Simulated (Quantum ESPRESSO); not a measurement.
# How volume moves the moments of MnHg

Aim: follow moments and order energies of MnHg with volume.

Main program and level: Quantum ESPRESSO 7.5; PBE; plane waves with GBRV 1.5 PBE potentials, no spin-orbit coupling.

## 1. Starting point

It takes space group Pm-3m (No. 221, cubic). The conventional cell has a = 3.315 Å, b = 3.315 Å, c = 3.315 Å, α = 90.00°, β = 90.00°, γ = 90.00°. Nearest to Mn lie 8 Hg at 2.87 Å. Nearest to Hg lie 8 Mn at 2.87 Å. Farther neighbours are not listed.

The cell comes from the Crystallography Open Database.

## 2. Volume 0.94, ferro +

All lengths scale alike; the factor is that of the volume. Atoms keep their fractional places. Seeded atoms are those given a starting moment.

Input file pw.in:

```
&CONTROL
  calculation = 'scf'
  prefix = 'pwscf'
  outdir = './tmp'
  pseudo_dir = './pseudo'
  disk_io = 'nowf'
  tprnfor = .true.
  tstress = .true.
/
&SYSTEM
  ibrav = 0
  nat = 2
  ntyp = 2
  ecutwfc = 40
  ecutrho = 280
  nbnd = 22
  occupations = 'smearing'
  smearing = 'fd'
  degauss = 0.00734986
  nspin = 2
  starting_magnetization(1) = 0.2333
  starting_magnetization(2) = 0
/
&ELECTRONS
  conv_thr = 4d-09
  electron_maxstep = 150
  mixing_beta = 0.3
/
ATOMIC_SPECIES
Mn     54.9380 mn_pbe_v1.5.uspp.F.UPF
Hg    200.5920 hg_pbe_v1.uspp.F.UPF
CELL_PARAMETERS bohr
   6.1365604631    0.0000000000    0.0000000000
   0.0000000000    6.1365604631    0.0000000000
   0.0000000000    0.0000000000    6.1365604631
ATOMIC_POSITIONS crystal
Mn      0.5000000000    0.5000000000    0.5000000000
Hg      0.0000000000    0.0000000000    0.0000000000
K_POINTS automatic
8 8 8 0 0 0
```

Run with:

```sh
OMP_NUM_THREADS=1 mpirun -n 2 pw.x -nk 2 -in pw.in > pw.out
```

The log of the run:

```text
Program PWSCF v.7.5 starts

     Message from routine setup:
     using ibrav=0 with symmetry is DISCOURAGED, use correct ibrav instead

     K-points division:     npool     =       2
     Subspace diagonalization in iterative solution of the eigenvalue problem:

     bravais-lattice index     =            0
     lattice parameter (alat)  =       6.1366  a.u.
     unit-cell volume          =     231.0868 (a.u.)^3
     number of atoms/cell      =            2
     number of atomic types    =            2
     number of electrons       =        27.00
     number of Kohn-Sham states=           22
     kinetic-energy cutoff     =      40.0000  Ry
     charge density cutoff     =     280.0000  Ry
     scf convergence threshold =      4.0E-09
     mixing beta               =       0.3000
     number of iterations used =            8  plain     mixing
     Exchange-correlation= SLA  PW   PBE  PBE
                           (   1   4   3   4   0   0   0)

     celldm(1)=   6.136560  celldm(2)=   0.000000  celldm(3)=   0.000000
     celldm(4)=   0.000000  celldm(5)=   0.000000  celldm(6)=   0.000000

     crystal axes: (cart. coord. in units of alat)
               a(1) = (   1.000000   0.000000   0.000000 )
               a(2) = (   0.000000   1.000000   0.000000 )
               a(3) = (   0.000000   0.000000   1.000000 )

     reciprocal axes: (cart. coord. in units 2 pi/alat)
               b(1) = (  1.000000  0.000000  0.000000 )
               b(2) = (  0.000000  1.000000  0.000000 )
               b(3) = (  0.000000  0.000000  1.000000 )

     PseudoPot. # 1 for Mn read from file:
     mn_pbe_v1.5.uspp.F.UPF
     Pseudo is Ultrasoft + core correction, Zval = 15.0

     PseudoPot. # 2 for Hg read from file:
     hg_pbe_v1.uspp.F.UPF
     Pseudo is Ultrasoft + core correction, Zval = 12.0

     atomic species   valence    mass     pseudopotential
     Mn               15.00    54.93800     Mn( 1.00)
     Hg               12.00   200.59200     Hg( 1.00)

     Starting magnetic structure
     atomic species   magnetization
     Mn              0.233
     Hg              0.000

     48 Sym. Ops., with inversion, found

   Cartesian axes

     site n.     atom                  positions (alat units)
         1        Mn     tau(   1) = (   0.5000000   0.5000000   0.5000000  )
         2        Hg     tau(   2) = (   0.0000000   0.0000000   0.0000000  )

     number of k points=    35  Fermi-Dirac smearing, width (Ry)=  0.0073
                       cart. coord. in units 2pi/alat
        k(    1) = (   0.0000000   0.0000000   0.0000000), wk =   0.0019531
        k(    2) = (   0.0000000   0.0000000   0.1250000), wk =   0.0117188
        k(    3) = (   0.0000000   0.0000000   0.2500000), wk =   0.0117188
        k(    4) = (   0.0000000   0.0000000   0.3750000), wk =   0.0117188
        k(    5) = (   0.0000000   0.0000000  -0.5000000), wk =   0.0058594
        [... 30 further k-points ...]

     Dense  grid:    18325 G-vectors     FFT dimensions: (  36,  36,  36)

     Smooth grid:     7881 G-vectors     FFT dimensions: (  25,  25,  25)

     Check: negative core charge=   -0.000027
     Generating pointlists ...
     new r_m :   0.3572 (alat units)  2.1922 (a.u.) for type    1
     new r_m :   0.3572 (alat units)  2.1922 (a.u.) for type    2

     Initial potential from superposition of free atoms

     starting charge      26.4999, renormalised to      27.0000
     Starting wfcs are   22 randomized atomic wfcs

     Self-consistent Calculation

     iteration #  1     ecut=    40.00 Ry     beta= 0.30
     Davidson diagonalization with overlap
     ethr =  1.00E-02,  avg # of iterations =  4.0

     total energy              =    -318.87385321 Ry
     estimated scf accuracy    <       0.38233299 Ry

     total magnetization       =     3.51 Bohr mag/cell
     absolute magnetization    =     3.64 Bohr mag/cell

     iteration #  2     ecut=    40.00 Ry     beta= 0.30
     Davidson diagonalization with overlap
     ethr =  1.42E-03,  avg # of iterations =  2.1

     total energy              =    -318.93078647 Ry
     estimated scf accuracy    <       0.02397215 Ry

     total magnetization       =     3.57 Bohr mag/cell
     absolute magnetization    =     3.74 Bohr mag/cell

     [... further iterations left out ...]

     iteration # 12     ecut=    40.00 Ry     beta= 0.30
     Davidson diagonalization with overlap
     ethr =  2.50E-10,  avg # of iterations =  2.0

     negative rho (up, down):  0.000E+00 1.931E-04

     total energy              =    -318.93684252 Ry
     estimated scf accuracy    <          4.4E-09 Ry

     total magnetization       =     3.76 Bohr mag/cell
     absolute magnetization    =     4.00 Bohr mag/cell

     iteration # 13     ecut=    40.00 Ry     beta= 0.30
     Davidson diagonalization with overlap
     ethr =  1.61E-11,  avg # of iterations =  2.3

     negative rho (up, down):  0.000E+00 1.930E-04

     Magnetic moment per site  (integrated on atomic sphere of radius R)
     atom   1 (R=0.357)  charge= 13.6964  magn=  3.7250
     atom   2 (R=0.357)  charge= 10.0651  magn= -0.0215

     End of self-consistent calculation

     [... lines left out ...]
     the Fermi energy is    15.0327 ev

!    total energy              =    -318.93684254 Ry
     estimated scf accuracy    <          7.6E-10 Ry
     smearing contrib. (-TS)   =      -0.00411794 Ry
     internal energy E=F+TS    =    -318.93272460 Ry

     The total energy is F=E-TS. E is the sum of the following terms:
     one-electron contribution =    -111.23840469 Ry
     hartree contribution      =      75.78100727 Ry
     xc contribution           =     -65.81924326 Ry
     ewald contribution        =    -217.65608392 Ry

     total magnetization       =     3.76 Bohr mag/cell
     absolute magnetization    =     4.00 Bohr mag/cell

     convergence has been achieved in  13 iterations

     negative rho (up, down):  0.000E+00 1.930E-04

     Forces acting on atoms (cartesian axes, Ry/au):

     atom    1 type  1   force =     0.00000000    0.00000000    0.00000000
     atom    2 type  2   force =     0.00000000    0.00000000    0.00000000

     Total force =     0.000000     Total SCF correction =     0.000000

     Computing stress (Cartesian axis) and pressure

     negative rho (up, down):  0.000E+00 1.930E-04
          total   stress  (Ry/bohr**3)                   (kbar)     P=       61.60
   0.00041872   0.00000000   0.00000000           61.60        0.00        0.00
   0.00000000   0.00041872   0.00000000            0.00       61.60        0.00
   0.00000000   0.00000000   0.00041872            0.00        0.00       61.60

=------------------------------------------------------------------------------=
   JOB DONE.
=------------------------------------------------------------------------------=
```

It took 12 s on 2 MPI ranks of Arm Neoverse V2, shared host; peak memory 0.19 GiB.

Spin moment in the atom's sphere by atom:

```
atom  spin moment in the atom's sphere (μB)
 Mn1                                   3.73
 Hg2                                  -0.02
```

Read from the output:

```
smearing term TS       : 0.05603 eV
pressure               : 6.160 GPa
magnetization          : 3.756 μB
absolute magnetization : 4.003 μB
final state            : ferromagnetic
```

## 3. Volume 0.94, antiferro q=(0,1/2,1/2) +-

The wavevector q is in fractions of the reciprocal vectors of the crystal's primitive cell, as the cells of these inputs are built from it; moments change sign between cells as cos(2π q·R).

Input file pw.in:

```
&CONTROL
  calculation = 'scf'
  prefix = 'pwscf'
  outdir = './tmp'
  pseudo_dir = './pseudo'
  disk_io = 'nowf'
  tprnfor = .true.
  tstress = .true.
/
&SYSTEM
  ibrav = 0
  nat = 4
  ntyp = 3
  ecutwfc = 40
  ecutrho = 280
  nbnd = 36
  occupations = 'smearing'
  smearing = 'fd'
  degauss = 0.00734986
  nspin = 2
  starting_magnetization(1) = 0.2333
  starting_magnetization(2) = -0.2333
  starting_magnetization(3) = 0
/
&ELECTRONS
  conv_thr = 8d-09
  electron_maxstep = 150
  mixing_beta = 0.3
/
ATOMIC_SPECIES
Mn1    54.9380 mn_pbe_v1.5.uspp.F.UPF
Mn2    54.9380 mn_pbe_v1.5.uspp.F.UPF
Hg    200.5920 hg_pbe_v1.uspp.F.UPF
CELL_PARAMETERS bohr
   6.1365604631    0.0000000000    0.0000000000
   0.0000000000   12.2731209262    0.0000000000
   0.0000000000    6.1365604631    6.1365604631
ATOMIC_POSITIONS crystal
Mn1     0.5000000000    0.0000000000    0.5000000000
Mn2     0.5000000000    0.5000000000    0.5000000000
Hg      0.0000000000    0.0000000000    0.0000000000
Hg      0.0000000000    0.5000000000    0.0000000000
K_POINTS automatic
8 4 8 0 0 0
```

The log of the run:

```text
     [... lines left out ...]
Program PWSCF v.7.5 starts
     [... lines left out ...]
     number of atoms/cell      =            4
     [... lines left out ...]
     number of electrons       =        54.00
     number of Kohn-Sham states=           36
     kinetic-energy cutoff     =      40.0000  Ry
     charge density cutoff     =     280.0000  Ry
     scf convergence threshold =      8.0E-09
     [... lines left out ...]
     16 Sym. Ops., with inversion, found ( 8 have fractional translation)
     [... lines left out ...]
     number of k points=    45  Fermi-Dirac smearing, width (Ry)=  0.0073
     [... lines left out ...]
     iteration # 14     ecut=    40.00 Ry     beta= 0.30
     [... lines left out ...]
     Magnetic moment per site  (integrated on atomic sphere of radius R)
     atom   1 (R=0.357)  charge= 13.6924  magn=  3.7489
     atom   2 (R=0.357)  charge= 13.6924  magn= -3.7488
     atom   3 (R=0.357)  charge= 10.0701  magn=  0.0000
     atom   4 (R=0.357)  charge= 10.0701  magn= -0.0000
     [... lines left out ...]
     the Fermi energy is    14.9900 ev
!    total energy              =    -637.86359182 Ry
     estimated scf accuracy    <          1.9E-10 Ry
     smearing contrib. (-TS)   =      -0.00835928 Ry
     [... lines left out ...]
     total magnetization       =     0.00 Bohr mag/cell
     absolute magnetization    =     7.92 Bohr mag/cell
     convergence has been achieved in  14 iterations
     [... lines left out ...]
     Total force =     0.000000     Total SCF correction =     0.000000
     [... lines left out ...]
          total   stress  (Ry/bohr**3)                   (kbar)     P=       69.07
     [... lines left out ...]
```

Elapsed: 73 s, on 2 MPI ranks; peak memory 0.36 GiB.

Spin moment in the atom's sphere by atom:

```
atom  spin moment in the atom's sphere (μB)
 Mn1                                   3.75
 Mn2                                  -3.75
 Hg3                                   0.00
 Hg4                                   0.00
```

This step gave:

* smearing term TS: 0.1137 eV
* pressure: 6.907 GPa
* magnetization: 0 μB
* absolute magnetization: 7.921 μB
* final state: antiferromagnetic

## 4. Volume 0.94, no spin polarisation

Input file pw.in:

```
&CONTROL
  calculation = 'scf'
  prefix = 'pwscf'
  outdir = './tmp'
  pseudo_dir = './pseudo'
  disk_io = 'nowf'
  tprnfor = .true.
  tstress = .true.
/
&SYSTEM
  ibrav = 0
  nat = 2
  ntyp = 2
  ecutwfc = 40
  ecutrho = 280
  nbnd = 20
  occupations = 'smearing'
  smearing = 'fd'
  degauss = 0.00734986
/
&ELECTRONS
  conv_thr = 4d-09
  electron_maxstep = 150
  mixing_beta = 0.3
/
ATOMIC_SPECIES
Mn     54.9380 mn_pbe_v1.5.uspp.F.UPF
Hg    200.5920 hg_pbe_v1.uspp.F.UPF
CELL_PARAMETERS bohr
   6.1365604631    0.0000000000    0.0000000000
   0.0000000000    6.1365604631    0.0000000000
   0.0000000000    0.0000000000    6.1365604631
ATOMIC_POSITIONS crystal
Mn      0.5000000000    0.5000000000    0.5000000000
Hg      0.0000000000    0.0000000000    0.0000000000
K_POINTS automatic
8 8 8 0 0 0
```

The log of the run:

```text
     [... lines left out ...]
Program PWSCF v.7.5 starts
     [... lines left out ...]
     number of atoms/cell      =            2
     [... lines left out ...]
     number of electrons       =        27.00
     number of Kohn-Sham states=           20
     kinetic-energy cutoff     =      40.0000  Ry
     charge density cutoff     =     280.0000  Ry
     scf convergence threshold =      4.0E-09
     [... lines left out ...]
     48 Sym. Ops., with inversion, found
     [... lines left out ...]
     number of k points=    35  Fermi-Dirac smearing, width (Ry)=  0.0073
     [... lines left out ...]
     iteration # 11     ecut=    40.00 Ry     beta= 0.30
     [... lines left out ...]
     the Fermi energy is    14.3143 ev
!    total energy              =    -318.84786081 Ry
     estimated scf accuracy    <          2.2E-09 Ry
     smearing contrib. (-TS)   =      -0.01167142 Ry
     [... lines left out ...]
     convergence has been achieved in  11 iterations
     [... lines left out ...]
     Total force =     0.000000     Total SCF correction =     0.000000
     [... lines left out ...]
          total   stress  (Ry/bohr**3)                   (kbar)     P=     -100.63
     [... lines left out ...]
```

Wall time 5.9 s (2 MPI ranks); peak memory 0.17 GiB.

This step gave:

| Property | Result |
| --- | --- |
| smearing term TS | 0.1588 eV |
| pressure | -10.06 GPa |
| final state | non-magnetic (no spin polarisation) |

## 5. Volume 1.1, ferro +

pw.in: that of step 4 with these lines changed.

```diff
@@ -15,3 +15,3 @@
   ecutrho = 280
-  nbnd = 20
+  nbnd = 22
   occupations = 'smearing'
@@ -19,2 +19,5 @@
   degauss = 0.00734986
+  nspin = 2
+  starting_magnetization(1) = 0.2333
+  starting_magnetization(2) = 0
 /
@@ -29,5 +32,5 @@
 CELL_PARAMETERS bohr
-   6.1365604631    0.0000000000    0.0000000000
-   0.0000000000    6.1365604631    0.0000000000
-   0.0000000000    0.0000000000    6.1365604631
+   6.4666590175    0.0000000000    0.0000000000
+   0.0000000000    6.4666590175    0.0000000000
+   0.0000000000    0.0000000000    6.4666590175
 ATOMIC_POSITIONS crystal
```

The log of the run:

```text
     [... lines left out ...]
Program PWSCF v.7.5 starts
     [... lines left out ...]
     number of atoms/cell      =            2
     [... lines left out ...]
     number of electrons       =        27.00
     number of Kohn-Sham states=           22
     kinetic-energy cutoff     =      40.0000  Ry
     charge density cutoff     =     280.0000  Ry
     scf convergence threshold =      4.0E-09
     [... lines left out ...]
     48 Sym. Ops., with inversion, found
     [... lines left out ...]
     number of k points=    35  Fermi-Dirac smearing, width (Ry)=  0.0073
     [... lines left out ...]
     iteration # 12     ecut=    40.00 Ry     beta= 0.30
     [... lines left out ...]
     Magnetic moment per site  (integrated on atomic sphere of radius R)
     atom   1 (R=0.357)  charge= 13.7384  magn=  4.0732
     atom   2 (R=0.357)  charge= 10.3574  magn= -0.0240
     [... lines left out ...]
     the Fermi energy is    12.3675 ev
!    total energy              =    -318.93616709 Ry
     estimated scf accuracy    <          8.0E-10 Ry
     smearing contrib. (-TS)   =      -0.00344933 Ry
     [... lines left out ...]
     total magnetization       =     4.10 Bohr mag/cell
     absolute magnetization    =     4.33 Bohr mag/cell
     convergence has been achieved in  12 iterations
     [... lines left out ...]
     Total force =     0.000000     Total SCF correction =     0.000000
     [... lines left out ...]
          total   stress  (Ry/bohr**3)                   (kbar)     P=      -49.54
     [... lines left out ...]
```

Wall time 16 s (2 MPI ranks); peak memory 0.21 GiB; 33 s of CPU time.

Read from the output:

- smearing term TS: 0.04693 eV
- pressure: -4.954 GPa
- magnetization: 4.103 μB
- absolute magnetization: 4.335 μB
- final state: ferromagnetic
- largest moment: 4.073 μB

## 6. Trends

The runs not shown differ from these in the moved quantity alone.

States, by row:

```
volume        ferro +  antiferro q=(0,1/2,1/2) +-  no spin polarisation
  0.94  ferromagnetic           antiferromagnetic          non-magnetic
  0.97  ferromagnetic           antiferromagnetic          non-magnetic
     1  ferromagnetic           antiferromagnetic          non-magnetic
  1.03  ferromagnetic           antiferromagnetic          non-magnetic
  1.06  ferromagnetic           antiferromagnetic          non-magnetic
   1.1  ferromagnetic           antiferromagnetic          non-magnetic
```

The largest site moment by volume:

```
volume (factor)  ferro + (μB)  antiferro q=(0,1/2,1/2) +- (μB)
         0.9400          3.72                             3.75
         0.9700          3.81                             3.82
         1.0000          3.88                             3.88
         1.0300          3.95                             3.94
         1.0600          4.00                             4.00
         1.1000          4.07                             4.07
```

The energy less that of the parallel start by volume; values in meV a seeded atom:

```
volume (factor)  antiferro q=(0,1/2,1/2) +-  no spin polarisation
         0.9400                        68.7                  1211
         0.9700                        64.5                  1320
         1.0000                        61.1                  1425
         1.0300                        57.9                  1526
         1.0600                        54.8                  1623
         1.1000                        51.1                  1746
```

The energy over the lowest by volume; values in meV an atom:

```
volume (factor)  ferro +  antiferro q=(0,1/2,1/2) +-  no spin polarisation
         0.9400     22.9                        57.3                   628
         0.9700     6.80                        39.1                   667
         1.0000        0                        30.6                   713
         1.0300     1.24                        30.2                   764
         1.0600     9.03                        36.4                   820
         1.1000     27.5                        53.1                   901
```

## 7. Results

| Quantity | Value |
| --- | --- |
| moment, parallel start | 3.72 to 4.07 μB |
| states met from these starts | antiferromagnetic and ferromagnetic |

**Reading.** The moment of the parallel start goes from 3.72 μB at 0.94 to 4.07 μB at 1.1. The net moment of the cell goes from 3.76 to 4.10 μB. The radius of the spheres follows the nearest distance, so part of the change of the site moments is the spheres'. The largest moment of the start antiferro q=(0,1/2,1/2) +- lies between 3.75 and 4.07 μB. The start antiferro q=(0,1/2,1/2) +- lies over the parallel one at every finished point, by 51.1 to 68.7 meV a seeded atom. Energies are free energies at an electronic temperature of 1160 K, which lowers moments and differences where the moments are itinerant.

[Logs and program files are shortened in this print: banners, set-up blocks, solver, clock and traceback lines can be left out without a mark of their own.]

[Logs are printed without paths, hosts, clocks, repeated set-up lines and the standing remarks that a program may print on its own settings, such as how far it seeks lower states.]

[Hosts, paths, dates, database ids (printed as entryN), source tags and the programs' standing remarks are cut or masked in the printed files.]

[Where a cell is said to come from a database of computed structures, the database is the Materials Project.]
